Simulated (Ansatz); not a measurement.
# How fast states decay through CaPbI2F2, part 2 of 3

A new crystal, CaPbI2F2: structure, gap and complex bands. It is built by putting Ca for part of the Pb in the PbIF structure of space group P4/nmm, with the volume rescaled by atomic radii. The parent structure comes from the Materials Project.

Ansatz 0.2.0; r2SCAN DFT, plane waves, PAW files (the session's first sound run).

So far. Step 2 (Cell and atoms at rest): The largest force component on a free atom ends at 0.0095 eV/Å. The relaxed cell has a = 4.107, c = 9.357 Å (conventional setting).

The structure was built from a prototype and need not be the compound's stable phase.

## 3. Band edges

The energy window and the wavevectors of the next steps follow from the band edges, so these are searched first, off the mesh as well.

File input.yaml:

```yaml
crystal:
  lattice:
    - [4.1070394197, 0.0, 0.0]
    - [0.0, 4.1070394197, 0.0]
    - [0.0, 0.0, 9.3568331706]
  atoms:
    - { symbol: Ca, position: [0.0, 0.5, 0.8618713658] }
    - { symbol: Pb, position: [0.5, 0.0, 0.1516100534] }
    - { symbol: I, position: [0.5, 0.0, 0.6841506114] }
    - { symbol: I, position: [0.0, 0.5, 0.324929765] }
    - { symbol: F, position: [0.0, 0.0, -0.0112808978] }
    - { symbol: F, position: [0.5, 0.5, -0.0112808978] }
kpoints:
  mp_grid: { grid: [6, 6, 4] }
  band_path: { path: [VBM, CBM], npoints: 30 }
scf:
  occupations: { method: fixed }
hamiltonian:
  xc: r2scan
output:
  eigenvalues: true
  write_potential: true
  write_density: true
  volumetric_format: npy
  elf: true
```

Started as:

```
ansatz run input.yaml --threads 2 --pin off --max-ram 4096MiB --backend cpu --events-out ev --progress --plain --runs-dir out
```

Numbers of over 12 decimals in the logs are rounded to 6 here.

Log:

```text
[...]
Crystal: 6 atoms, lattice volume = 157.829 Å³
Basis set: ecut = 500 eV, 4003 PW (Γ), exchange–correlation on 120×120×288 points (64 copies of the dense FFT grid, shifted against one another)
Bands: 44, of which v1, the nominal top of the filled ones, is band 36 counted from 1 (35 counted from 0)
Symmetry: 8 space group operations
[...]
k-points: 30 of 144 (time reversal used)
[...]
SCF iter   1: F=—  HF=-30426.373843 eV  |F-HF|=—  |Δ(HF+E_count)|=         —  Δρ=6.47e-3  dr2=6.40e-2  dr2_τ=6.56e-2  ethr=1.77e-3  ⟨swp⟩=5.4  Hψ=4931  notcnv=0  defer=169
[...]
SCF iter   7: F=-30426.434613 eV  HF=-30426.434613 eV  |F-HF|=7.02e-10  |Δ(HF+E_count)|=   1.03e-7  Δρ=5.71e-6  dr2=5.51e-8  dr2_τ=2.38e-9  ethr=1.39e-10  ⟨swp⟩=14.3  Hψ=7905  notcnv=0
SCF 1 converged in 7 iterations: F = -30426.434613 eV  dr2 = 5.51e-8
[...]
NSCF: frozen V_eff on 40 k-points
[...]
SCF converged after 7 iterations
Free energy (F): -30426.434613 eV
[...]
Internal energy: -30426.434613 eV  (E = F + TS)
E sigma→0 (E₀):  -30426.434613 eV
Fermi energy:    5.810036 eV
[...]
--- Band table (eV; the first three rows and the last of 30) ---
  k-point 0: bands = [... 32 lower, 4.6916, 5.1273, 5.6122, 5.6122, 8.7758, 10.7473, 11.2083, 11.3027, ... 4 higher]
  k-point 1: bands = [... 32 lower, 4.6877, 5.2613, 5.6178, 5.6178, 8.6709, 10.8048, 11.2319, 11.2945, ... 4 higher]
  k-point 2: bands = [... 32 lower, 4.6838, 5.3767, 5.6235, 5.6235, 8.5632, 10.9087, 11.2573, 11.2863, ... 4 higher]
  k-point 29: bands = [... 32 lower, 3.8962, 3.8962, 4.5866, 5.1305, 9.5990, 9.5990, 9.7219, 10.7248, ... 4 higher]
```

Run time: 75 s. Hardware: 2 threads of Arm Neoverse V2, shared host; peak memory 0.76 GiB.

This step gave:

| Property | Result |
| --- | --- |
| free energy | -30426.4346 eV |
| Fermi energy | 5.810 eV |
| gap on the k-mesh | 2.753 eV |
| gap on path | 2.753 eV, by band count; negative where bands overlap |
| direct gap on path | 2.940 eV |
| edge places on path | 0, 0.8354 1/A along the path |

The electronic bands at the labelled points (eV, zero at the Fermi level (highest filled level under fixed occupations); v1 is the highest filled band, c1 the lowest empty one):

```tsv
point	v4	v3	v2	v1	c1	c2	c3	c4
VBM	-1.48	-0.58	-0.55	0.00	3.78	4.48	4.99	5.40
halfway	-0.87	-0.86	-0.59	-0.10	3.79	4.32	5.05	5.38
CBM	-1.13	-0.43	-0.19	-0.19	2.75	5.10	5.45	5.48
```

Electrostatic potential energy in the ac plane at fractional y = 0.000, with atoms of Pb and I and F within 0.2 Å of it. With pseudopotentials it is smooth inside the atoms' cores, unlike the true potential.

Values in eV, 24 rows by 14 columns, each cell a mean:
```
-34 -32  -5   9  10   9   9   9   9   9  10   9 -18 -33
-14  -6   9  11  11  11  10  10  10  11  11  10   5  -9
 10  10  11  11  11  11  11  11  11  11  11  11  10  10
 10  10  10  10  10  10   9   9   9  10  10  10  10  10
 10  10  10   9   7   4  -1  -2   1   5   8  10  10  10
 11  10   9   7  -2 -10 -10  -9 -10  -8   2   8  10  10
 11  11   8   2 -10  -6   8  10   3  -9  -6   5  10  11
 11  11   8   1 -11  -2  12  12   9  -6  -9   3  10  11
 12  11   9   4  -8  -9   1   5  -3 -11  -4   6  10  12
 12  12  11   9   2  -5  -9  -9  -8  -3   5   9  11  12
 12  12  12  11   9   7   5   4   6   8  10  11  12  12
 12  12  12  12  12  11  11  11  11  11  12  12  12  12
 12  12  12  12  12  12  12  12  12  12  12  12  12  12
 12  12  12  12  12  12  12  12  12  12  12  12  12  12
 11  11  11  11  11  11  11  11  11  11  11  11  11  11
 11  11  11  10  10   9   9   9   9  10  10  10  11  11
 11  10  10   9   8   6   5   5   6   7   8   9  10  10
 10  10   9   7   3  -3 -10 -12  -7  -1   5   7   9  10
 10   9   7   3 -10 -26 -33 -33 -32 -23  -3   4   8   9
  9   8   5  -1 -26 -34 -25 -21 -29 -34 -15   1   7   9
  9   9   5  -2 -27 -34 -23 -18 -28 -34 -17   1   7   9
  9   9   7   3 -15 -30 -33 -32 -33 -28  -6   4   8   9
-13  -5   7   6   2  -7 -17 -20 -14  -4   4   7   4  -8
-34 -32  -5   8   7   6   4   4   4   6   8   8 -17 -33
```
Columns run along a (4.1 Å; values clipped at the 3rd and 97th percentile), rows up along c (9.4 Å). Atoms in or near the plane, at fractional coordinates: Pb at (0.50, 0.15), I at (0.50, 0.68), F at (0.00, 0.99).

ELF in the ac plane at fractional y = 0.000, with atoms of Pb and I and F within 0.2 Å of it. It is the smooth field of the valence electrons, not physical close to the nuclei.

Values, 24 rows by 14 columns, each cell a mean:
```
0.59 0.74 0.77 0.54 0.12 0.04 0.04 0.04 0.03 0.04 0.26 0.63 0.80 0.70
0.79 0.77 0.62 0.32 0.06 0.02 0.02 0.03 0.02 0.03 0.13 0.41 0.71 0.78
0.51 0.42 0.19 0.07 0.06 0.13 0.25 0.28 0.21 0.11 0.04 0.08 0.28 0.45
0.07 0.06 0.07 0.16 0.42 0.59 0.67 0.68 0.65 0.55 0.31 0.13 0.05 0.06
0.04 0.09 0.35 0.60 0.74 0.73 0.69 0.68 0.71 0.74 0.71 0.55 0.23 0.07
0.07 0.24 0.64 0.76 0.70 0.62 0.53 0.50 0.56 0.64 0.74 0.75 0.50 0.17
0.09 0.31 0.70 0.73 0.62 0.47 0.25 0.24 0.31 0.51 0.67 0.75 0.58 0.22
0.08 0.31 0.70 0.71 0.60 0.41 0.23 0.39 0.21 0.47 0.66 0.73 0.58 0.21
0.06 0.25 0.67 0.74 0.66 0.55 0.37 0.32 0.44 0.59 0.69 0.74 0.53 0.16
0.03 0.16 0.56 0.74 0.75 0.71 0.66 0.64 0.67 0.72 0.76 0.72 0.40 0.10
0.02 0.06 0.32 0.58 0.75 0.79 0.79 0.79 0.79 0.78 0.70 0.52 0.19 0.04
0.01 0.01 0.07 0.20 0.44 0.60 0.70 0.71 0.67 0.56 0.34 0.16 0.03 0.01
0.01 0.01 0.01 0.02 0.07 0.15 0.25 0.27 0.21 0.12 0.04 0.02 0.01 0.01
0.02 0.02 0.02 0.01 0.01 0.01 0.02 0.02 0.02 0.01 0.01 0.01 0.02 0.02
0.04 0.03 0.03 0.02 0.02 0.01 0.01 0.01 0.01 0.01 0.02 0.02 0.03 0.03
0.05 0.05 0.04 0.03 0.03 0.04 0.06 0.07 0.05 0.04 0.03 0.04 0.04 0.05
0.06 0.05 0.05 0.06 0.11 0.19 0.27 0.29 0.24 0.17 0.08 0.06 0.05 0.05
0.05 0.05 0.07 0.14 0.29 0.38 0.43 0.44 0.42 0.36 0.23 0.12 0.06 0.05
0.04 0.05 0.13 0.28 0.42 0.43 0.32 0.28 0.37 0.44 0.37 0.24 0.09 0.05
0.03 0.05 0.18 0.35 0.44 0.26 0.04 0.02 0.10 0.33 0.44 0.31 0.11 0.04
0.06 0.06 0.13 0.31 0.42 0.23 0.02 0.01 0.07 0.30 0.42 0.26 0.08 0.06
0.45 0.33 0.13 0.16 0.37 0.39 0.24 0.20 0.30 0.41 0.30 0.13 0.19 0.38
0.79 0.76 0.50 0.18 0.17 0.33 0.42 0.43 0.40 0.29 0.13 0.24 0.65 0.78
0.60 0.75 0.76 0.45 0.09 0.12 0.22 0.25 0.19 0.10 0.18 0.56 0.80 0.70
```
Columns run along a (4.1 Å), rows up along c (9.4 Å). Atoms in or near the plane, at fractional coordinates: Pb at (0.50, 0.15), I at (0.50, 0.68), F at (0.00, 0.99).

Valence density in the ac plane at fractional y = 0.000, with atoms of Pb and I and F within 0.2 Å of it. It is the smooth field of the valence electrons, not physical close to the nuclei.

Ten steps, logarithmic in the rise over the least value, from '0' (0 e/Å³) to '9' (17 e/Å³), each cell a mean:
```
87420000001268
55210000000135
21100000000012
00000111110000
00011223221100
00123455432100
00124689853210
00124799963210
00123578753200
00012344432100
00001122211000
00000000000000
00000000000000
00000000000000
00000000000000
00000000000000
00000011100000
00001233321000
00013466542100
00124678763100
00124688763200
21113566642112
54312233321235
87421111111268
```
Columns run along a (4.1 Å), rows up along c (9.4 Å). Atoms in or near the plane, at fractional coordinates: Pb at (0.50, 0.15), I at (0.50, 0.68), F at (0.00, 0.99).

The searched edges give 2.75 eV, as on the mesh.

## 4. Decaying states in the gap

This step: r2SCAN DFT, plane waves, PAW files; complex bands by layer matching along the plane's normal (Ansatz 0.2.0).

The same crystal is laid in a cell whose first two vectors span the (001) plane (indices of the standard conventional cell, whose axes can be ordered otherwise than in the bulk input). At fixed energy and wavevector in the plane the solver finds all kz, real and complex. A few wavevectors are listed, (0, 0), (0, -0.5) and (0.5, 0) in units of the plane's reciprocal vectors; the slowest state needn't be among them.

File input.yaml:

```yaml
crystal:
  lattice:
    - [4.10703942, 0.0, 0.0]
    - [0.0, 4.10703942, 0.0]
    - [0.0, 0.0, 9.356833171]
  atoms:
    - { symbol: Ca, position: [0.0, 0.5, 0.8618713658] }
    - { symbol: Pb, position: [0.5, 0.0, 0.1516100534] }
    - { symbol: I, position: [0.5, 0.0, 0.6841506114] }
    - { symbol: I, position: [0.0, 0.5, 0.324929765] }
    - { symbol: F, position: [0.0, 0.0, 0.9887191022] }
    - { symbol: F, position: [0.5, 0.5, 0.9887191022] }
kpoints:
  mp_grid: { grid: [6, 6, 4] }
scf:
  occupations: { method: fixed }
hamiltonian:
  xc: r2scan
output:
  eigenvalues: true
  transmission:
    leads: [[0, 0]]
    kpoints: [[0.0, 0.0], [0.0, -0.5], [0.5, 0.0]]
    e_range: [-1.0, 3.75]
    de: 0.08
```

Log:

```text
[...]
Crystal: 6 atoms, lattice volume = 157.829 Å³
Basis set: ecut = 500 eV, 4003 PW (Γ), exchange–correlation on 120×120×288 points (64 copies of the dense FFT grid, shifted against one another)
Bands: 44, of which v1, the nominal top of the filled ones, is band 36 counted from 1 (35 counted from 0)
Symmetry: 8 space group operations
[...]
k-points: 30 of 144 (time reversal used)
[...]
SCF iter   1: F=—  HF=-30426.373843 eV  |F-HF|=—  |Δ(HF+E_count)|=         —  Δρ=6.47e-3  dr2=6.40e-2  dr2_τ=6.56e-2  ethr=1.77e-3  ⟨swp⟩=5.4  Hψ=4931  notcnv=0  defer=169
[...]
SCF iter   7: F=-30426.434613 eV  HF=-30426.434613 eV  |F-HF|=7.17e-10  |Δ(HF+E_count)|=   1.03e-7  Δρ=5.71e-6  dr2=5.51e-8  dr2_τ=2.38e-9  ethr=1.39e-10  ⟨swp⟩=14.3  Hψ=7906  notcnv=0
SCF 1 converged in 7 iterations: F = -30426.434613 eV  dr2 = 5.51e-8
[...]
transmission: 14 of 42 steps passed
transmission: 28 of 42 steps passed
transmission: 42 of 42 steps passed
SCF converged after 7 iterations
Free energy (F): -30426.434613 eV
[...]
Internal energy: -30426.434613 eV  (E = F + TS)
E sigma→0 (E₀):  -30426.434613 eV
Fermi energy:    5.810036 eV
[...]
--- Band table (eV; the first three rows and the last of 30) ---
  k-point 0: bands = [... 32 lower, 4.6916, 5.1273, 5.6122, 5.6122, 8.7758, 10.7473, 11.2083, 11.3027, ... 4 higher]
  k-point 1: bands = [... 32 lower, 4.6877, 5.2613, 5.6178, 5.6178, 8.6709, 10.8048, 11.2319, 11.2945, ... 4 higher]
  k-point 2: bands = [... 32 lower, 4.6838, 5.3767, 5.6235, 5.6235, 8.5632, 10.9087, 11.2573, 11.2863, ... 4 higher]
  k-point 29: bands = [... 32 lower, 3.8962, 3.8962, 4.5866, 5.1305, 9.5990, 9.5990, 9.7219, 10.7248, ... 4 higher]
--- Transmission ---
  basis      : 177 plane waves across, 14 finite elements along
  points     : 3, as listed
  energies   : 60 from -1.000000 to 3.720000 eV about the Fermi level, 0.080000 eV apart; the leads are filled to 1.376599 eV, and channels, transmission and decay are at 1.400000 eV
  crystal 0  : I2Ca1F2Pb1, at the sites [0, 0], period 9.3568 Å: whole cells are its period
    offset         : up to 0.0000 Å between an atom of the period and one for which it stands
    channels       : 0.000000e0 a spin
    conductance    : none, the energies end too early or step too widely for 300 K: set another output.transmission.e_range or a lower de, or, where they end at an eighth of basis.ecutwfc, a higher one
    slowest decay  : 0.3269 /Å at (0.0000, 0.0000)
```

Wall time 45 s (2 threads); peak memory 0.91 GiB.

This step gave:

| Property | Result |
| --- | --- |
| level to which the leads are filled | 1.377 eV from the Fermi level |
| decay constant at the filling level, zone centre | 0.3269 Å⁻¹ |
| decay constant at the filling level, slowest listed point | 0.3269 Å⁻¹ |

K parallel (0, 0); values up to 1.5 1/Å, a degenerate pair printed once or twice; energies at which all values exceed this have no row. The Im kz of the slowest decaying states by energy, zero at the highest filled level on the SCF mesh:

```tsv
energy (eV)	decay 1 (Å⁻¹)	decay 2 (Å⁻¹)	decay 3 (Å⁻¹)	decay 4 (Å⁻¹)
-1.00	0.162	0.422	0.737	1.18
-0.84	0.133	0.482	0.725	1.18
-0.60	0.488	0.707	1.16	1.43
-0.44	0.456	0.696	1.15	1.43
-0.28	0.166	0.360	0.685	1.14
-0.04	0.242	0.434	0.669	1.12
0.12	0.272	0.518	0.658	1.11
0.36	0.302	0.585	0.643	1.09
0.52	0.315	0.615	0.633	1.08
0.68	0.324	0.623	0.637	1.07
0.92	0.331	0.608	0.663	1.05
1.08	0.332	0.597	0.675	1.04
1.24	0.331	0.587	0.686	1.02
1.48	0.324	0.570	0.697	1.00
1.64	0.316	0.559	0.702	0.987
1.80	0.305	0.547	0.706	0.971
2.04	0.282	0.528	0.71	0.947
2.20	0.261	0.514	0.711	0.931
2.36	0.233	0.500	0.711	0.913
2.60	0.162	0.476	0.708	0.887
2.76	0.458	0.706	0.868	1.37
3.00	0.0854	0.428	0.700	0.838
3.16	0.188	0.404	0.694	0.817
3.32	0.245	0.374	0.688	0.796
3.56	0.314	0.677	0.761	1.35
3.72	0.312	0.668	0.737	1.34
```

K parallel (0, -0.5); values up to 1.5 1/Å, a degenerate pair printed once or twice; energies at which all values exceed this have no row. Im kz of the slowest decaying states against energy, zero at the highest filled level on the SCF mesh:

```tsv
energy (eV)	decay 1 (Å⁻¹)	decay 2 (Å⁻¹)	decay 3 (Å⁻¹)	decay 4 (Å⁻¹)
-1.0000	0.265	0.279	0.870	0.986
-0.7600	0.188	0.322	0.831	0.898
-0.5200	0.176	0.353	0.684	0.780
-0.2800	0.320	0.375	0.703	0.912
-0.0400	0.384	0.391	0.481	0.972
0.2800	0.406	0.436	0.674	1.01
0.5200	0.413	0.462	0.727	1.03
0.7600	0.416	0.481	0.753	1.02
1.0000	0.417	0.496	0.767	0.992
1.2400	0.415	0.507	0.773	0.968
1.4800	0.410	0.515	0.775	0.944
1.7200	0.402	0.521	0.772	0.919
1.9600	0.391	0.525	0.767	0.894
2.2800	0.370	0.529	0.755	0.859
2.5200	0.349	0.529	0.742	0.832
2.7600	0.322	0.529	0.726	0.804
3.0000	0.285	0.527	0.708	0.776
3.2400	0.231	0.525	0.685	0.746
3.4800	0.128	0.523	0.656	0.715
```

K parallel (0.5, 0); values up to 1.5 1/Å, a degenerate pair printed once or twice; energies at which all values exceed this have no row. Table of Im kz of the slowest decaying states by energy, zero at the highest filled level on the SCF mesh:

```tsv
energy (eV)	decay 1 (Å⁻¹)	decay 2 (Å⁻¹)	decay 3 (Å⁻¹)	decay 4 (Å⁻¹)
-1.00	0.265	0.279	0.870	0.986
-0.84	0.230	0.310	0.845	0.935
-0.60	0.344	0.741	0.799	1.11
-0.44	0.245	0.361	0.759	0.820
-0.28	0.320	0.375	0.703	0.912
-0.04	0.384	0.391	0.481	0.972
0.12	0.400	0.413	0.593	0.996
0.36	0.409	0.445	0.697	1.02
0.52	0.413	0.462	0.727	1.03
0.68	0.416	0.475	0.746	1.02
0.92	0.417	0.491	0.763	1.000
1.08	0.417	0.500	0.769	0.984
1.24	0.415	0.507	0.773	0.968
1.48	0.410	0.515	0.775	0.944
1.64	0.405	0.520	0.774	0.927
1.80	0.398	0.523	0.771	0.911
2.04	0.386	0.526	0.764	0.885
2.20	0.376	0.528	0.758	0.868
2.36	0.363	0.529	0.751	0.850
2.60	0.341	0.529	0.737	0.823
2.76	0.322	0.529	0.726	0.804
3.00	0.285	0.527	0.708	0.776
3.16	0.252	0.526	0.693	0.756
3.32	0.206	0.524	0.676	0.736
3.56	0.0153	0.522	0.646	0.705
3.72	0.520	0.621	0.683	1.05
```

At the listed wavevectors the last open channel is at -0.44 eV and the next at +2.76 eV on the grid, wider than the gap, since narrow bands can fall between grid energies. At +1.40 eV, the grid energy nearest the filling level (the middle of the gap on the SCF mesh), the slowest state at the listed wavevectors decays with κ = 0.327 Å⁻¹, its amplitude falling by e over 3.1 Å. Through 1 nm of this crystal that state's transmission falls by exp(−2 × 0.327 Å⁻¹ × 10 Å) = 0.0014.

## 5. Decay over the two-dimensional zone

The listed points could miss the slowest state, so one energy near mid-gap is solved on a mesh of 8×8.

input.yaml, as its differences from that of step 4:

```diff
@@ -20,6 +20,2 @@
   eigenvalues: true
-  transmission:
-    leads: [[0, 0]]
-    kpoints: [[0.0, 0.0], [0.0, -0.5], [0.5, 0.0]]
-    e_range: [-1.0, 3.75]
-    de: 0.08
+  transmission: { leads: [[0, 0]], kmesh: [8, 8], e_range: [1.38, 1.39], de: 0.05 }
```

Log:

```text
[...]
Crystal: 6 atoms, lattice volume = 157.829 Å³
Basis set: ecut = 500 eV, 4003 PW (Γ), exchange–correlation on 120×120×288 points (64 copies of the dense FFT grid, shifted against one another)
Bands: 44, of which v1, the nominal top of the filled ones, is band 36 counted from 1 (35 counted from 0)
Symmetry: 8 space group operations
[...]
k-points: 30 of 144 (time reversal used)
[...]
SCF iter   1: F=—  HF=-30426.373843 eV  |F-HF|=—  |Δ(HF+E_count)|=         —  Δρ=6.47e-3  dr2=6.40e-2  dr2_τ=6.56e-2  ethr=1.77e-3  ⟨swp⟩=5.4  Hψ=4931  notcnv=0  defer=169
[...]
SCF iter   7: F=-30426.434613 eV  HF=-30426.434613 eV  |F-HF|=7.17e-10  |Δ(HF+E_count)|=   1.03e-7  Δρ=5.71e-6  dr2=5.51e-8  dr2_τ=2.38e-9  ethr=1.39e-10  ⟨swp⟩=14.3  Hψ=7906  notcnv=0
SCF 1 converged in 7 iterations: F = -30426.434613 eV  dr2 = 5.51e-8
[...]
transmission: 52 of 195 steps passed
transmission: 104 of 195 steps passed
transmission: 156 of 195 steps passed
transmission: 195 of 195 steps passed
SCF converged after 7 iterations
Free energy (F): -30426.434613 eV
[...]
Internal energy: -30426.434613 eV  (E = F + TS)
E sigma→0 (E₀):  -30426.434613 eV
Fermi energy:    5.810036 eV
[...]
--- Band table (eV; the first three rows and the last of 30) ---
  k-point 0: bands = [... 32 lower, 4.6916, 5.1273, 5.6122, 5.6122, 8.7758, 10.7473, 11.2083, 11.3027, ... 4 higher]
  k-point 1: bands = [... 32 lower, 4.6877, 5.2613, 5.6178, 5.6178, 8.6709, 10.8048, 11.2319, 11.2945, ... 4 higher]
  k-point 2: bands = [... 32 lower, 4.6838, 5.3767, 5.6235, 5.6235, 8.5632, 10.9087, 11.2573, 11.2863, ... 4 higher]
  k-point 29: bands = [... 32 lower, 3.8962, 3.8962, 4.5866, 5.1305, 9.5990, 9.5990, 9.7219, 10.7248, ... 4 higher]
--- Transmission ---
  basis      : 177 plane waves across, 13 finite elements along
  points     : 15, standing for a mesh of 8 x 8
  energies   : 1 from 1.380000 to 1.380000 eV about the Fermi level; the leads are filled to 1.376599 eV, and channels, transmission and decay are at 1.380000 eV
[...]
channels       : 0.000000e0 a spin
    conductance    : none, crystal 0 has no channel at the energies, or these end too early or step too widely for 300 K: set another output.transmission.e_range or a lower de, or, where they end at an eighth of basis.ecutwfc, a higher one
    slowest decay  : 0.3275 /Å at (0.0000, 0.0000)
```

The job ended after 34 s (2 threads; peak memory 0.96 GiB).

Numbers from this step:

| Property | Result |
| --- | --- |
| least decay constant on the mesh | 0.3275 Å⁻¹ |

Slowest decay constant (1/Å; 0 where a channel is open) over k1 and k2. At 1.3800 eV from the Fermi level.

Ten even steps from '_' (0.328) to '@' (0.584):
```
**##++##++##++##
++++@@++==++@@++
++##++@@--@@++##
--++==--__--==++
++##++@@--@@++##
++++@@++==++@@++
**##++##++##++##
****++++--++++**
```
Columns: k1 (b1) from -0.5 to 0.375; rows upwards: k2 (b2) from -0.5 to 0.375.

The least value on the mesh is 0.328 Å⁻¹ at +1.38 eV. At that energy the listed points give about 0.327 Å⁻¹ by interpolation, so the mesh holds no clearly slower state.

[end of part 2 of 3]

[Logs are printed without paths, hosts, clocks, repeated set-up lines and the standing remarks that a program may print on its own settings, such as how far it seeks lower states.]

[Hosts, paths, dates, database ids (printed as entryN), source tags and the programs' standing remarks are cut or masked in the printed files.]
